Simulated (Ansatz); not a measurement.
# Quasi-harmonic thermodynamics of AgC (hypothetical, P4/mmm), part 3 of 3

Wanted: α(T), C_P(T) and B(T) of AgC (hypothetical) in the quasi-harmonic approximation. The crystal structure is hypothetical: it was made by swapping elements on a known structure type.

Ansatz 0.2.0; DFT PBEsol, scalar-relativistic, plane waves, PAW.

So far. Step 2 (A first coarse run): The start is under -19 GPa at this level and looks like a metal on this mesh. Step 5 (Tight relaxation): The residual pressure is -4.4e-4 GPa, small enough for phonons. The relaxed cell has a = 3.082, c = 2.664 Å (conventional setting).

## 7. Phonons on strained cells, q-mesh 4×4×4

The study relaxes the crystal at several strains, solves the phonons on some of them and minimises the free energy at each temperature (static energy, vibrations, the electrons in a metal, and PV under a set pressure); the q-mesh sets how far the force constants reach.

Input file input.yaml:

```yaml
crystal:
  lattice:
    - [3.0822278451, 0.0, 0.0]
    - [0.0, 3.0822278451, 0.0]
    - [0.0, 0.0, 2.6643556052]
  atoms:
    - { symbol: Ag, position: [0.0, 0.0, 0.145] }
    - { symbol: C, position: [0.5, 0.5, 0.145] }
kpoints:
  mp_grid: { grid: [16, 16, 16] }
hamiltonian:
  xc: pbesol
scf:
  occupations: { method: methfessel_paxton, width: 0.2 }
output:
  eigenvalues: true
phonons:
  method: dfpt
  qmesh: [4, 4, 4]
  temperatures: { t_max: 800.0, t_step: 50 }
  thermal_expansion: {}
```

Run with:

```sh
$ ansatz run input.yaml --threads 4 --pin off --max-ram 8192MiB --backend cpu --events-out ev --progress --plain --runs-dir out
```

Numbers of over 12 decimals in the logs are rounded to 6 here.

Log:

```text
Warning: crystal.symmetry: narrowed to the stabiliser of the run's FFT grids — unitary ops 16 → 8. A phonons.method: dfpt run fills in the rows of the dynamical matrix that it does not solve by its symmetry operations, which is exact only for operations that map its FFT grids onto themselves: filled in by any other, the frequencies could depend on the order in which like atoms are typed, or, by more than the grids' own error, on where the crystal sits among the grids' points. Excluded: 8 operations. The run can therefore solve more perturbations, solve them on more k-points, or both, and cost more. [rest of the remark cut]
The last accepted step is kept in <dir> (removed where the run ends without a failure and the disk answers)
Engine: ansatz 0.2.0, aarch64-unknown-linux-gnu
Pseudopotentials: kind: paw
Pseudopotential: Ag, paw, valence charge 19, recommended cutoff 420 eV (normal), Ag.paw.azcp
Pseudopotential: C, paw, valence charge 4, recommended cutoff 420 eV (normal), C.paw.azcp
Functional definition: PBEsol
  exchange = pbesol_x
  correlation = pbesol_c
Crystal: 2 atoms, lattice volume = 25.312 Å³
Basis set: ecut = 487.2 eV, 633 PW (Γ), exchange–correlation on 48×48×40 points (8 copies of the dense FFT grid, shifted against one another)
Bands: 16, of which v1, the nominal top of the filled ones, is band 12 counted from 1 (11 counted from 0)
Symmetry: 16 space group operations
Space group: P4/mmm (ITA 123), of the structure as read, at distance tolerance 2.9e-5 Å
k-points: 405 of 4096
Non-local potential: Ag, projectors of the file, l = 0: 3, l = 1: 2, l = 2: 2, l = 3: 1
Non-local potential: C, projectors of the file, l = 0: 2, l = 1: 2, l = 2: 1
PAW form: soft (Blöchl's): semilocal exchange-correlation on the pseudo side does not see the compensation charge
PAW frozen core: Ag, regenerated for the run's functional, and the local potential with it (the file was generated under x = pbe(κ = 0.804, μ = 0.219515), c = pbe(β = 0.066725))
PAW frozen core: C, regenerated for the run's functional, and the local potential with it (the file was generated under x = pbe(κ = 0.804, μ = 0.219515), c = pbe(β = 0.066725))
PAW one-centre angular grid: Ag, 590 points (default); XC on 64 Gauss nodes
PAW one-centre angular grid: C, 110 points (default); XC on 64 Gauss nodes
Initial density: superposition of atomic densities (neutral atoms: chi_scale 0, normalization atom), corrected by the library's trained network
Initial wavefunctions: pseudopotential atomic-orbital guess
Functional: x = pbesol(κ = 0.804, μ = 0.123457), c = pbesol(β = 0.046)
SCF iter   1: F=—  HF=-7764.436035 eV  |F-HF|=—  |Δ(HF+E_count)|=         —  Δρ=9.33e-3  dr2=1.95e-2  ethr=1.77e-3  ⟨swp⟩=4.5  Hψ=27676  notcnv=0
[...]
Harris-Foulkes:  -7764.431807 eV  (|F-HF|=0.00e0)
Internal energy: -7764.431118 eV  (E = F + TS)
E sigma→0 (E₀):  -7764.431635 eV
Entropy (-TS):   -0.000689 eV (-0.344 meV/atom)
Fermi energy:    14.155587 eV
--- Per-component energies (eV) ---
  E_band       = -277.684898
  E_kinetic    = 606.237348
  E_local      = -2622.722908  (includes V_loc(G=0)·N_el)
  E_nonlocal   = 108.351491
  E_hartree    = 1167.068666
  E_xc         = -229.530937
  E_vxc        = -291.302286  (∫ρ·V_xc dr)
  E_paw        = -3926.249339  (= ΣΔE_a)
  E_vpaw       = -412.385990  (= ΣTr[D̂ρ^β])
  E_aug_tail   = 0.000073  (compensation charges beyond the density's cutoff)
  E_ewald      = -2867.929352
  E_core_change = 0.343840  (= ΣΔE_core)
  E_smearing   = -0.000689  (= −TS)
  E_closure    = -0.000000  (closes the sum)
  Σ components = -7764.431807   (vs F -7764.431807, Δ=0.00e0)
--- Forces (eV/Å), atoms counted from 1 ---
  atom   1  Ag     0.00000000    -0.00000000     0.00000000
  atom   2  C     -0.00000000    -0.00000000     0.00000000
  max |Σ_I F_I| component: 3.10e-24 eV/Å
--- Stress (GPa, compression-positive) ---
       -0.025633       0.000000      -0.000000
        0.000000      -0.025633       0.000000
       -0.000000       0.000000       0.010539
  P = ⅓ Tr σ = -0.0136 GPa (-0.136 kbar)
--- Band table (eV; the first three rows and the last of 405) ---
  k-point 0: bands = [... 8 lower, 10.2102, 10.2102, 13.4407, 13.4407, 16.4235, 18.7661, 26.8478, 28.9601]
  k-point 1: bands = [... 8 lower, 10.1477, 10.1477, 13.4883, 13.4883, 16.1605, 18.8127, 26.8667, 29.1157]
  k-point 2: bands = [... 8 lower, 9.9779, 9.9779, 13.6185, 13.6185, 15.4723, 18.9374, 26.9237, 29.3249]
  k-point 404: bands = [... 8 lower, 10.8206, 11.8817, 11.8817, 12.0746, 13.3648, 20.0742, 23.5878, 24.4612]
── thermal expansion: 5 new cells, 5 in all ──
thermal expansion: relaxation of cell 2
thermal expansion: relaxation of cell 3
thermal expansion: relaxation of cell 4
thermal expansion: relaxation of cell 5
── thermal expansion: 3 new cells, 8 in all ──
thermal expansion: relaxation of cell 6
thermal expansion: lower-state search of cell 6
thermal expansion: electrons of cell 6
thermal expansion: phonons of cell 6
WARN: thermal expansion: vibrations_at_or_below_zero in the phonons of 1 cell: 6
this run last wrote the structure of step 1 to <dir>
--- Relaxed structure (1 steps of the walk, 1 accepted, 0 SCFs on fresh bases) ---
  F+E_penalty+E_count = -7764.43180681 eV   max|allowed force component| = 3.502e-24 eV/Å
  atoms:
    - { symbol: Ag, position: [0.0, 0.0, 0.145] }
    - { symbol: C, position: [0.5, 0.5, 0.145] }
--- Thermal expansion: 8 cells in 2 rounds, 0 GPa ---
  no lower state was reached at cell 6; its state was not examined: fill_not_monotonic
  not told: vibrations stand at or below zero in cell 6 (0.938 modes a cell, the lowest at -585.5 cm⁻¹): the crystal is at no minimum there, or its k-points are too few: type the crystal that it becomes, another pressure, or a denser kpoints.mp_grid, in a new run
  vibrations_at_or_below_zero in the phonons of 1 cell: 6
Error: vibrations stand at or below zero in cell 6 (0.938 modes a cell, the lowest at -585.5 cm⁻¹): the crystal is at no minimum there, or its k-points are too few: type the crystal that it becomes, another pressure, or a denser kpoints.mp_grid, in a new run
[key lines of the parts left out:]
SCF converged after 7 iterations
Free energy (F): -7764.431807 eV
```

The job ended after 27 min (4 threads of Arm Neoverse V1, shared host; peak memory 4.3 GiB).

The run ended with an error.

The program's message: “vibrations stand at or below zero in cell 6 (0.938 modes a cell, the lowest at -585.5 cm⁻¹): the crystal is at no minimum there, or its k-points are too few: type the crystal that it becomes, another …”

## 8. Phonons of the refused cell

The study refused this cell, so its phonons are run alone to see which modes are imaginary.

input.yaml, the sections that differ from step 7:

```yaml
phonons:
  method: dfpt
  qmesh: [4, 4, 4]
  temperatures: { t_max: 1000, t_step: 50 }
  qpath:
    path:
      - [[0.0, 0.0, 0.0], [0.0, 0.5, 0.0], [0.5, 0.5, 0.0], [0.0, 0.0, 0.0], [0.0, 0.0, 0.5], [0.0, 0.5, 0.5], [0.5, 0.5, 0.5], [0.0, 0.0, 0.5]]
      - [[0.0, 0.5, 0.0], [0.0, 0.5, 0.5]]
      - [[0.5, 0.5, 0.0], [0.5, 0.5, 0.5]]
    npoints: 10
# crystal, kpoints, hamiltonian, scf, output: as in step 7
```

Log:

```text
[...]
Crystal: 2 atoms, lattice volume = 25.312 Å³
Basis set: ecut = 420 eV, 521 PW (Γ), exchange–correlation on 48×48×36 points (8 copies of the dense FFT grid, shifted against one another)
Bands: 16, of which v1, the nominal top of the filled ones, is band 12 counted from 1 (11 counted from 0)
Symmetry: 16 space group operations
k-points: 405 of 4096 (irreducible under 8 space group operations, time reversal used)
[...]
SCF iter   1: F=—  HF=-7764.432284 eV  |F-HF|=—  |Δ(HF+E_count)|=         —  Δρ=9.24e-3  dr2=1.92e-2  ethr=1.77e-3  ⟨swp⟩=4.6  Hψ=27601  notcnv=0
[...]
SCF iter   7: F=-7764.428071 eV  HF=-7764.428071 eV  |F-HF|=9.09e-13  |Δ(HF+E_count)|=  1.82e-12  S|Δr|=    0.00e0  Δρ=7.04e-8  dr2=8.37e-13  ethr=1.00e-12  ⟨swp⟩=5.5  Hψ=25372  notcnv=0
SCF 1 converged in 7 iterations: F = -7764.428071 eV  dr2 = 8.37e-13
[...]
phonons: the bands overlap, so this run is a metal and interpolates without the dipole-dipole term. If the crystal is really an insulator or semiconductor, its LO-TO splitting is missing
NSCF: frozen V_eff on 405 k-points
[...]
DFPT response loops at q = (0, 0, 0) (fractional): preconditioner auto → Kerker (q_TF=auto, 2.685 Å⁻¹) (partly filled bands, converged f_vac=0.000); β = 1.00, the filter's whole step (`scf.mixing.beta` (0.50) is not read by the response loops under this deck's `scf.mixing.preconditioner`; to damp them name `kerker` or `kerker_dos`, under which they read `scf.mixing.beta`, and type it under 1.00, their step now; both keys bind the ground state too); Broyden in place of MSR1
[...]
SCF converged after 7 iterations
[...]
Free energy (F): -7764.428071 eV
[...]
Internal energy: -7764.427385 eV  (E = F + TS)
E sigma→0 (E₀):  -7764.427900 eV
Entropy (-TS):   -0.000687 eV (-0.343 meV/atom)
Fermi energy:    14.156223 eV
[...]
--- Band table (eV; the first three rows and the last of 405) ---
  k-point 0: bands = [... 8 lower, 10.2110, 10.2110, 13.4408, 13.4408, 16.4234, 18.7658, 26.8490, 28.9604]
  k-point 1: bands = [... 8 lower, 10.1486, 10.1486, 13.4885, 13.4885, 16.1609, 18.8124, 26.8680, 29.1166]
  k-point 2: bands = [... 8 lower, 9.9787, 9.9787, 13.6190, 13.6190, 15.4730, 18.9371, 26.9251, 29.3266]
  k-point 404: bands = [... 8 lower, 10.8216, 11.8822, 11.8822, 12.0750, 13.3647, 20.0748, 23.5887, 24.4622]
--- Phonons (Γ-DFPT): 4 representative perturbations + reference (Σ response iterations 14) ---
  ASR residual: 4.396e-5 → 0.000e0 eV/Å²; symmetrization residual: 7.544e-7 eV/Å²
  The last average, over the group as it would stand without the narrowing to the FFT grids, took up to 8.882e-16 eV/Å² of the zone centre's force constants
  ASR residual per site (eV/Å²): 4.40e-5 3.42e-5
  Γ frequencies (cm⁻¹): 0.00 0.00 0.00 141.62 367.92 367.92
--- Phonons (arbitrary-q DFPT): 18 irreducible q on the 4×4×4 mesh ---
  q = [0.0000, 0.0000, 0.0000] (star 1, of the zone-centre solve; hermiticity 2.80e-7, symmetrization 9.35e-13, taken by the last average 4.95e-16): -0.00 -0.00 0.00 141.62 367.92 367.92
  q = [0.0000, 0.0000, 0.2500] (star 2, 4 solved perturbations in 4032 linear systems a pass and spin channel, the states on 1296 of 4096 k-point pairs; hermiticity 2.09e-7, symmetrization 6.72e-13, taken by the last average 2.53e-7): -279.01 36.17 36.17 148.80 344.55 344.55
[...]
q = [0.0000, 0.2500, 0.0000] (star 4, 6 solved perturbations on 1296 of 4096 k-point pairs; hermiticity 2.11e-7, symmetrization 3.19e-14, taken by the last average 4.12e-7): 30.01 87.26 87.31 124.89 387.55 423.98
[...]
sum rule: each row above includes the acoustic sum rule's correction from the zone centre's row sums; it moved no ω² by more than (0.88 cm⁻¹)²
  mesh force constants: q→R imaginary residual 1.09e-41; ASR residual 4.396e-5 → 0.000e0 eV/Å²; symmetrization residual 7.105e-15 eV/Å²
  interpolated dispersion: 93 rows × 6 modes
  density of states and harmonic sums: on the 20×20×24 q-mesh, interpolated from the force constants of a 4×4×4 supercell (no non-analytic term)
  largest difference from the sums on the solved wave vectors: F 1.34e-2 eV, S 1.50e-5 and C_V 5.27e-6 eV/K
  zero-point energy: 0.073011 eV/cell   skipped modes (ω ≤ 0): 862, of them read as no rigid motion or as one in doubt: 859 (9.656e-1 modes/cell left out, lowest -586.86 cm⁻¹)   left out of the sums: 1.61e-1 of the cell's modes: C_V's classical limit lies that fraction below 3 k_B per atom; for a crystal, a wire or a layer, F and S can be off by more, and a phonons.interpolated_qmesh denser along its periods is the remedy for the sampling
```

Wall time 17 min (4 threads); peak memory 3.7 GiB.

This step gave:

```yaml
gamma_frequencies: 0, 0, 0, 141.6, 367.9, 367.9 cm⁻¹ (negative: imaginary)
lowest_frequency_on_the_path: -586.9 cm⁻¹
point_group: 4/mmm
highest_frequency: 479.9 cm⁻¹
```

No LO-TO term. The phonon branches at the labelled points (cm⁻¹):

| point | branch 1 | branch 2 | branch 3 | branch 4 | branch 5 | branch 6 |
| --- | --- | --- | --- | --- | --- | --- |
| Γ | 0 | 0 | 0 | 142 | 368 | 368 |
| halfway | 30 | 87 | 87 | 125 | 388 | 424 |
| X | 32 | 56 | 145 | 172 | 410 | 480 |
| halfway | 68 | 70 | 87 | 98 | 420 | 442 |
| M | -62 | -62 | 74 | 103 | 429 | 429 |
| halfway | 21 | 50 | 95 | 156 | 403 | 449 |
| Γ | 0 | 0 | 0 | 142 | 368 | 368 |
| halfway | -279 | 36 | 36 | 149 | 344 | 344 |
| Z | -569 | 54 | 54 | 212 | 246 | 246 |
| halfway | -569 | 100 | 109 | 213 | 387 | 408 |
| R | -581 | 145 | 163 | 215 | 439 | 466 |
| halfway | -572 | 100 | 107 | 207 | 444 | 449 |
| A | -559 | -70 | -70 | 202 | 415 | 415 |
| halfway | -587 | -41 | 134 | 210 | 337 | 463 |
| Z | -569 | 54 | 54 | 212 | 246 | 246 |
| jump to X | 32 | 56 | 145 | 172 | 410 | 480 |
| halfway | -305 | 145 | 159 | 164 | 426 | 468 |
| R | -581 | 145 | 163 | 215 | 439 | 466 |
| jump to M | -62 | -62 | 74 | 103 | 429 | 429 |
| halfway | -286 | -67 | -67 | 144 | 414 | 414 |
| A | -559 | -70 | -70 | 202 | 415 | 415 |

The phonon branches as a text plot (rows in cm⁻¹):

```
    458 |   *****    ****            ******   ****   ******
    413 | ****************          *      ****      ****  ******
    369 |***             *****      *          *
    324 |                     **   *            ***
    280 |                       * *               **
    235 |                        **  ****           *     *
    191 |     *                ******    *************  **     **
    147 |* *****       ****** *      ****       **   ******  **
    102 | ***   **********   *      **   **    *  *  **    **
     58 | * ************* *   ******      *   *    **      *
     13 |***  *        *******                 *  *
    -31 |         * * *                    *  * **
    -76 |          ***       *              **       *     ******
   -120 |                                             *     *
   -165 |
   -209 |                                                    *
   -254 |
   -298 |                     *                        *
   -342 |
   -387 |                      *                        *     *
   -431 |
   -476 |
   -520 |                       *                        *     *
   -565 |                        ********************     *     *
         Γ    X    M       Γ     Z     R    A      Z|X   R|M    A
```

The phonon density of states has structure finer than the step of the table below, so its rows give means over 50 cm⁻¹, whole bins alone (the curve runs from -585 to 485 cm⁻¹). Peaks (cm⁻¹: height): -565.0: 0.00483, 135.0: 0.0254, 205.0: 0.0139, 415.0: 0.0276, 455.0: 0.0236.

Tetrahedra on 20 20 24, mean over bins of 10 cm⁻¹. The phonon density of states by wavenumber; means over each step:

wavenumber (cm⁻¹), phonon density of states (1/cm⁻¹/cell) and a bar:
```
     -550     0.0033 #####
     -500     0.0017 ###
     -450     0.0014 ##
     -400     0.0012 ##
     -350     0.0011 ##
     -300     0.0011 ##
     -250     0.0011 ##
     -200     0.0011 ##
     -150     0.0011 ##
     -100     0.0011 ##
      -50     0.0030 #####
        0     0.0039 ######
       50     0.0137 ######################
      100     0.0184 ##############################
      150     0.0185 ##############################
      200     0.0077 ############
      250     0.0001 
      300     0.0009 #
      350     0.0040 ######
      400     0.0164 ###########################
      450     0.0184 ##############################
```

No LO-TO term. The modes at Γ (shares of kinetic energy by element, %):

| mode | frequency (cm⁻¹) | symmetry | Ag % | C % |
| --- | --- | --- | --- | --- |
| 1 | 0.0 | - | 90 | 10 |
| 2 | 0.0 | - | 90 | 10 |
| 3 | 0.0 | - | 90 | 10 |
| 4 | 141.6 | A2u | 10 | 90 |
| 5 | 367.9 | Eu | 10 | 90 |
| 6 | 367.9 | Eu | 10 | 90 |

Displacements in mode 4 (141.6 cm⁻¹), the largest set to 1:
```
Ag1  0.00  0.00 -0.11
C2   0.00  0.00  1.00
```

Displacements in mode 5 (367.9 cm⁻¹), the largest set to 1:
```
Ag1 -0.03 -0.11  0.00
C2   0.28  1.00  0.00
```

Lowest modes at the softest wavevector of the mesh; phase exp(i q.(R + tau)). Modes at q = (0.250, -0.250, 0.500), with each element's share of the kinetic energy (negative means imaginary):

| mode | frequency (cm⁻¹) | Ag % | C % |
| --- | --- | --- | --- |
| 1 | -586.9 | 0 | 100 |
| 2 | -41.3 | 82 | 18 |
| 3 | 133.8 | 99 | 1 |
| 4 | 209.5 | 100 | 0 |
| 5 | 336.6 | 18 | 82 |
| 6 | 462.8 | 1 | 99 |

Displacements in mode 1 (-586.9 cm⁻¹), the largest set to 1, in the home cell:
```
Ag1 0.00 0.00 0.00
C2  0.00 0.00 1.00
```

Displacements in mode 6 (462.8 cm⁻¹), the largest set to 1, in the home cell:
```
Ag1  0.03 -0.03  0.00
C2   1.00 -1.00  0.00
```

The modes has structure finer than the step of the table below, so its rows give means over 50 cm⁻¹, whole bins alone (the curve runs from -594 to 504 cm⁻¹). Peaks (cm⁻¹: height): Ag 144.7: 0.0233, 206.8: 0.0107; C -552.1: 0.00407, -503.8: 0.00374, -434.8: 0.004, -358.9: 0.00381, -269.2: 0.00367, 89.5: 0.00353, 420.7: 0.0218.

Phonopy on the run's constants, 19x19x21 mesh, Gaussian sigma 7.8 cm⁻¹. The modes by wavenumber; means over each step; values in 1/cm⁻¹/cell:

| wavenumber (cm⁻¹) | Ag | C |
| --- | --- | --- |
| -550 | 0 | 0.00303 |
| -500 | 0 | 0.00191 |
| -450 | 0 | 0.00157 |
| -400 | 0 | 4.0e-4 |
| -350 | 0 | 0.00184 |
| -300 | 9.1e-7 | 6.5e-4 |
| -250 | 1.9e-6 | 0.00125 |
| -200 | 5.7e-6 | 0.00144 |
| -150 | 4.5e-6 | 6.4e-4 |
| -100 | 6.8e-5 | 0.00153 |
| -50 | 0.00204 | 0.00104 |
| 0 | 0.00236 | 7.2e-4 |
| 50 | 0.0112 | 0.00301 |
| 100 | 0.0159 | 0.00244 |
| 150 | 0.0180 | 3.8e-4 |
| 200 | 0.00765 | 1.9e-6 |
| 250 | 1.5e-4 | 1.3e-4 |
| 300 | 8.7e-5 | 8.4e-4 |
| 350 | 4.0e-4 | 0.00367 |
| 400 | 0.00136 | 0.0146 |
| 450 | 7.6e-4 | 0.0173 |

The lowest solved frequency is -587 cm⁻¹, so the cell is unstable here and gives no valid free energy.

## 9. What came out

```yaml
lowest_frequency_at_the_solved_wavevectors: -587 cm⁻¹
```

**Reading.** The relaxation moved the crystal from P4mm to P4/mmm; the results are of the latter. With imaginary harmonic modes at the relaxed cell the quasi-harmonic free energy is undefined, so no expansion is obtained for this phase at this level. The softest solved mode is 587i cm⁻¹ at q = (0.25, 0.25, -0.5), and 13 of 18 solved wavevectors carry a mode beyond 8i cm⁻¹. In a metal soft modes also hang on the k-mesh and the smearing, which were not converged here. The PAW files were made for PBE and are used here under another functional, for which the program regenerates the frozen cores.

[Logs are printed without paths, hosts, clocks, repeated set-up lines and the standing remarks that a program may print on its own settings, such as how far it seeks lower states.]

[Hosts, paths, dates, database ids (printed as entryN), source tags and the programs' standing remarks are cut or masked in the printed files.]

[A step with changed settings may run another functional than the one named; its input shows which.]
